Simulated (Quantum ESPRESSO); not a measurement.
# Mo: work function by face, part 4 of 6

Wanted: work functions of Mo face by face, under two functionals.

Quantum ESPRESSO 7.5; plane-wave DFT, PBE, PseudoDojo norm-conserving pseudopotentials.

So far. Step 6 (Potential by pp.x of (110)): On (110) the work function under LDA lies +0.30 eV from PBE's. Step 7 (Relaxation with pw.x of (100), PBE): The relaxation lowers the energy by 45 meV an atom. On the free atoms the largest force ends at 0.005 eV/Å.

**8. Self-consistent run of (100), PBE**

Level of this step: plane-wave DFT, PBE, PseudoDojo norm-conserving pseudopotentials (Quantum ESPRESSO 7.5).

100.pbe.in reads:

```
&control
  prefix = '100.pbe'
  outdir = './out'
  pseudo_dir = './pseudo'
  calculation = 'scf'
  tprnfor = .true.
/
&system
  ibrav = 0
  nat = 5
  ntyp = 1
  ecutwfc = 72
  ecutrho = 288
  occupations = 'smearing'
  smearing = 'mv'
  degauss = 0.02
/
&electrons
  conv_thr = 1e-07
  mixing_beta = 0.4
  electron_maxstep = 120
  mixing_mode = 'local-TF'
/
ATOMIC_SPECIES
  Mo  95.9500  Mo.dojo-sr-pbe-0.4.1-standard.upf
CELL_PARAMETERS angstrom
  3.15000000000000 0.00000000000000 0.00000000000000
  0.00000000000000 3.15000000000000 0.00000000000000
  0.00000000000000 0.00000000000000 22.30000000000000
ATOMIC_POSITIONS crystal
  Mo  0.000000000000 0.000000000000 0.364888382500
  Mo  0.500000000000 0.500000000000 0.427877098300
  Mo  0.000000000000 0.000000000000 0.500000000000
  Mo  0.500000000000 0.500000000000 0.572122901700
  Mo  0.000000000000 0.000000000000 0.635111617500
K_POINTS automatic
  10 10 1 0 0 0
```

Started as:

```sh
OMP_NUM_THREADS=1 mpirun -n 4 pw.x -nk 4 -in 100.pbe.in > 100.pbe.out
```

Log:

```text
[banner, memory and clock lines left out]
Program PWSCF v.7.5 starts
[citation notice left out]

[...]
Message from routine setup:
[...]
bravais-lattice index     =            0
     lattice parameter (alat)  =       5.9526  a.u.
     unit-cell volume          =    1493.2158 (a.u.)^3
     number of atoms/cell      =            5
     number of atomic types    =            1
     number of electrons       =        70.00
     number of Kohn-Sham states=           42
     kinetic-energy cutoff     =      72.0000  Ry
     charge density cutoff     =     288.0000  Ry
     scf convergence threshold =      1.0E-07
     mixing beta               =       0.4000
     number of iterations used =            8  local-TF  mixing
     Exchange-correlation= PBE
                           (   1   4   3   4   0   0   0)

[...]
PseudoPot. # 1 for Mo read from file:
     ./pseudo/Mo.dojo-sr-pbe-0.4.1-standard.upf
     Pseudo is Norm-conserving + core correction, Zval = 14.0
     Generated using ONCVPSP code by D. R. Hamann
     Using radial grid of 1640 points,  6 beta functions with:
                l(1) =   0
                l(2) =   0
                l(3) =   1
                l(4) =   1
                l(5) =   2
                l(6) =   2

     atomic species   valence    mass     pseudopotential
     Mo               14.00    95.95000     Mo( 1.00)

     16 Sym. Ops., with inversion, found

[...]
number of k points=    21  Marzari-Vanderbilt smearing, width (Ry)=  0.0200
[...]
Dense  grid:   123079 G-vectors     FFT dimensions: (  36,  36, 240)

     Initial potential from superposition of free atoms

     starting charge      69.9928, renormalised to      70.0000

     negative rho (up, down):  7.967E-05 0.000E+00
     Starting wfcs are   50 randomized atomic wfcs

     per-process dynamical memory:   147.2 Mb

     Self-consistent Calculation

     iteration #  1     ecut=    72.00 Ry     beta= 0.40
     Davidson diagonalization with overlap
     ethr =  1.00E-02,  avg # of iterations =  2.6

     total energy              =    -702.57442173 Ry
     estimated scf accuracy    <       2.04074265 Ry

     iteration #  2     ecut=    72.00 Ry     beta= 0.40
[...]
total energy              =    -702.43532662 Ry
     estimated scf accuracy    <       0.82092020 Ry

     iteration #  3     ecut=    72.00 Ry     beta= 0.40
[...]
total energy              =    -702.46876929 Ry
     estimated scf accuracy    <       0.11139135 Ry

     iteration #  4     ecut=    72.00 Ry     beta= 0.40
[...]
total energy              =    -702.47681894 Ry
     estimated scf accuracy    <       0.03462312 Ry

     iteration #  5     ecut=    72.00 Ry     beta= 0.40
[...]
total energy              =    -702.47973342 Ry
     estimated scf accuracy    <       0.01733798 Ry

     iteration #  6     ecut=    72.00 Ry     beta= 0.40
[...]
total energy              =    -702.47620030 Ry
     estimated scf accuracy    <       0.05584464 Ry

[...]
iteration # 15     ecut=    72.00 Ry     beta= 0.40
[...]
negative rho (up, down):  1.621E-05 0.000E+00

[...]
total energy              =    -702.47896439 Ry
     estimated scf accuracy    <       0.00000943 Ry

     iteration # 16     ecut=    72.00 Ry     beta= 0.40
[...]
negative rho (up, down):  1.474E-05 0.000E+00

[...]
total energy              =    -702.47896701 Ry
     estimated scf accuracy    <       0.00000788 Ry

     iteration # 17     ecut=    72.00 Ry     beta= 0.40
[...]
negative rho (up, down):  3.614E-07 0.000E+00

[...]
total energy              =    -702.47896685 Ry
     estimated scf accuracy    <       0.00000239 Ry

     iteration # 18     ecut=    72.00 Ry     beta= 0.40
[...]
End of self-consistent calculation

          k = 0.0000 0.0000 0.0000 ( 15309 PWs)   bands (ev):

   -56.1556 -55.9373 -55.8582 -55.5445 -55.5387 -30.4135 -30.3378 -30.3378
   -30.1740 -30.0971 -30.0971 -30.0533 -29.8219 -29.8219 -29.6506 -29.4488
   -29.3311 -29.3311 -29.2861 -29.2861  -1.4657  -0.0924   0.1247   0.2359
     0.7863   1.5425   1.6234   2.7255   3.8029   3.8029   3.8935   4.2931
     4.2931   4.5558   4.9577   4.9577   5.0249   5.0333   5.1299   6.2224
     6.3675   6.3675

          k = 0.0000 0.1000 0.0000 ( 15340 PWs)   bands (ev):

   -56.1463 -55.9286 -55.8561 -55.5495 -55.5447 -30.4565 -30.3899 -30.3156
   -30.1679 -30.1464 -30.0792 -29.9860 -29.9005 -29.8202 -29.5629 -29.4836
   -29.3455 -29.3164 -29.3116 -29.3057  -1.2649   0.0622   0.2461   0.3763
     0.8890   1.5915   1.6460   2.7473   3.4490   3.6159   3.6731   4.2016
     4.4350   4.4972   4.5368   5.0304   5.2934   5.3207   5.6926   5.7265
     6.1177   6.7190

[...]
the Fermi energy is     5.1000 ev

!    total energy              =    -702.47896696 Ry
     estimated scf accuracy    <       0.00000006 Ry
     smearing contrib. (-TS)   =      -0.00358980 Ry
     internal energy E=F+TS    =    -702.47537716 Ry

     The total energy is F=E-TS. E is the sum of the following terms:
     one-electron contribution =   -5396.67981800 Ry
     hartree contribution      =    2701.02554037 Ry
     xc contribution           =    -102.91298134 Ry
     ewald contribution        =    2096.09188181 Ry

     convergence has been achieved in  18 iterations

     Forces acting on atoms (cartesian axes, Ry/au):

     atom    1 type  1   force =     0.00000000    0.00000000   -0.00226987
     atom    2 type  1   force =     0.00000000    0.00000000   -0.00042835
     atom    3 type  1   force =     0.00000000    0.00000000    0.00000000
     atom    4 type  1   force =     0.00000000    0.00000000    0.00042835
     atom    5 type  1   force =     0.00000000    0.00000000    0.00226987

     Total force =     0.003267     Total SCF correction =     0.001498
     SCF correction compared to forces is large: reduce conv_thr to get better values

[...]
```

Elapsed: 1.7 min, on 4 MPI ranks of Intel Xeon 6975P-C (Granite Rapids), shared host; peak memory 0.89 GiB; 6.9 min of CPU time.

This step gave:

```
free energy  : -9557.7132 eV
Fermi energy : 5.1 eV
```

**9. Potential by pp.x of (100)**

100.pbe.pot.in reads:

```
&inputpp
  prefix = '100.pbe'
  outdir = './out'
  filplot = '100.pbe.pot.dat'
  plot_num = 11
/
```

Started as:

```sh
OMP_NUM_THREADS=1 mpirun -n 4 pp.x -in 100.pbe.pot.in > 100.pbe.pot.out
```

Log:

```text
[banner, memory and clock lines left out]
Program POST-PROC v.7.5 starts

          URL

     ./out/100.pbe.save/

     IMPORTANT: XC functional enforced from input :
     Exchange-correlation= PBE
                           (   1   4   3   4   0   0   0)
     Any further DFT definition will be discarded
     Please, verify this is what you really want

     Calling punch_plot, plot_num =  11
     Writing data to file  100.pbe.pot.dat
     Message from routine chdens:
     namelist plot not found or invalid, exiting
```

The job ended after 1.5 s (4 MPI ranks; peak memory 0.11 GiB; 5.2 s of CPU time).

Read from the output:

- work function of the upper face: 3.885 eV
- slope of the potential above: 8.01e-4 eV/Å
- upper vacuum line continued to the top atoms, over the Fermi level: 3.881 eV
- work function of the lower face: 3.885 eV
- slope of the potential below: -6.36e-4 eV/Å
- lower vacuum line continued to the bottom atoms, over the Fermi level: 3.882 eV

The potential energy, planar mean oscillates, so the rows of the table below give means over windows of 1.49 Å about each position, cut where the curve ends. Its maxima inside the range that stand out by 2 % of the span (Å: eV): 8.8: -10.9, 10.3: -7.67, 12.0: -7.67, 13.5: -10.9. Its minima: 8.2: -27.8, 9.6: -28.2, 11.2: -28.1, 12.7: -28.2, 14.1: -27.8.

Electrostatic potential energy of an electron; zero at the Fermi level. The potential energy, planar mean by z; means over each step:

z (Å), potential energy, planar mean (eV) and a bar from the least value:
```
     0.74        3.9 ##############################
     2.23        3.9 ##############################
     3.72        3.9 ##############################
     5.21        3.8 ##############################
     6.70        1.5 ###########################
     8.19      -17.6 #
     9.68      -17.9 
    11.17      -17.6 #
    12.66      -18.0 
    14.15      -17.4 #
    15.64        1.7 ###########################
    17.13        3.8 ##############################
    18.62        3.9 ##############################
    20.11        3.9 ##############################
    21.60        3.9 ##############################
```

**10. Ground state of (100), LDA**

Level of this step: plane-wave DFT, LDA, PseudoDojo norm-conserving pseudopotentials (Quantum ESPRESSO 7.5).

100.lda.in is the input of step 8 with these lines changed:

```diff
@@ -1,3 +1,3 @@
 &control
-  prefix = '100.pbe'
+  prefix = '100.lda'
   outdir = './out'
@@ -24,3 +24,3 @@
 ATOMIC_SPECIES
-  Mo  95.9500  Mo.dojo-sr-pbe-0.4.1-standard.upf
+  Mo  95.9500  Mo.dojo-sr-lda-0.4.1-standard.upf
 CELL_PARAMETERS angstrom
```

Started as:

```sh
OMP_NUM_THREADS=1 mpirun -n 4 pw.x -nk 4 -in 100.lda.in > 100.lda.out
```

Log:

```text
[banner, memory and clock lines left out]
Program PWSCF v.7.5 starts
[...]
Message from routine setup:
[...]
number of electrons       =        70.00
     number of Kohn-Sham states=           42
     kinetic-energy cutoff     =      72.0000  Ry
     charge density cutoff     =     288.0000  Ry
[...]
number of k points=    21  Marzari-Vanderbilt smearing, width (Ry)=  0.0200
[...]
Dense  grid:   123079 G-vectors     FFT dimensions: (  36,  36, 240)
[...]
negative rho (up, down):  8.312E-05 0.000E+00
     Starting wfcs are   50 randomized atomic wfcs
[...]
estimated scf accuracy    <       1.93757369 Ry
[...]
estimated scf accuracy    <       0.80108287 Ry
[...]
estimated scf accuracy    <       0.09548107 Ry
[...]
estimated scf accuracy    <       0.03438598 Ry
[...]
estimated scf accuracy    <       0.01341770 Ry
[...]
estimated scf accuracy    <       0.05390432 Ry
[...]
estimated scf accuracy    <       0.01026764 Ry
[...]
estimated scf accuracy    <       0.00660075 Ry
[...]
negative rho (up, down):  3.216E-03 0.000E+00
[...]
estimated scf accuracy    <       0.00188236 Ry
[...]
negative rho (up, down):  5.172E-03 0.000E+00
[...]
estimated scf accuracy    <       0.00100143 Ry
[...]
negative rho (up, down):  2.865E-03 0.000E+00
[...]
estimated scf accuracy    <       0.00108550 Ry
[...]
negative rho (up, down):  5.433E-04 0.000E+00
[...]
estimated scf accuracy    <       0.00046998 Ry
[...]
negative rho (up, down):  2.478E-04 0.000E+00
[...]
estimated scf accuracy    <       0.00002397 Ry
[...]
negative rho (up, down):  5.825E-05 0.000E+00
[...]
estimated scf accuracy    <       0.00000570 Ry
[...]
negative rho (up, down):  1.929E-05 0.000E+00
[...]
estimated scf accuracy    <       0.00000016 Ry
[...]
negative rho (up, down):  9.823E-06 0.000E+00
[...]
estimated scf accuracy    <       0.00000026 Ry
[...]
the Fermi energy is     4.7931 ev
!    total energy              =    -703.34760149 Ry
     estimated scf accuracy    <       0.00000008 Ry
     smearing contrib. (-TS)   =      -0.00351711 Ry
     internal energy E=F+TS    =    -703.34408437 Ry
[...]
one-electron contribution =   -5398.04945600 Ry
     hartree contribution      =    2700.89562305 Ry
     xc contribution           =    -102.28213323 Ry
     ewald contribution        =    2096.09188181 Ry
     convergence has been achieved in  17 iterations
[...]
Total force =     0.041460     Total SCF correction =     0.001276
[...]
```

Elapsed: 100 s, on 4 MPI ranks; peak memory 0.89 GiB; 6.6 min of CPU time.

Numbers from this step:

```
free energy  : -9569.5316 eV
Fermi energy : 4.793 eV
```

**11. Electrostatic potential of (100)**

100.lda.pot.in reads:

```
&inputpp
  prefix = '100.lda'
  outdir = './out'
  filplot = '100.lda.pot.dat'
  plot_num = 11
/
```

Started as:

```sh
OMP_NUM_THREADS=1 mpirun -n 4 pp.x -in 100.lda.pot.in > 100.lda.pot.out
```

Run time: 1.4 s. Hardware: 4 MPI ranks; peak memory 0.12 GiB; 4.8 s of CPU time.

Read from the output:

```
work function of the upper face                                       : 4.207 eV
slope of the potential above                                          : 6.32e-4 eV/Å
upper vacuum line continued to the top atoms, over the Fermi level    : 4.203 eV
work function of the lower face                                       : 4.207 eV
slope of the potential below                                          : -5.00e-4 eV/Å
lower vacuum line continued to the bottom atoms, over the Fermi level : 4.204 eV
```

On (100) the work function under LDA lies +0.32 eV from PBE's.

[end of part 4 of 6]

[Logs are printed without paths, hosts, clocks, repeated set-up lines and the standing remarks that a program may print on its own settings, such as how far it seeks lower states.]

[Hosts, paths, dates, database ids (printed as entryN), source tags and the programs' standing remarks are cut or masked in the printed files.]

[Maps of the electrostatic potential energy from Ansatz leave out the sawtooth potential of an applied field or a dipole correction, so their vacuum need not be flat; planar profiles and work functions include it.]
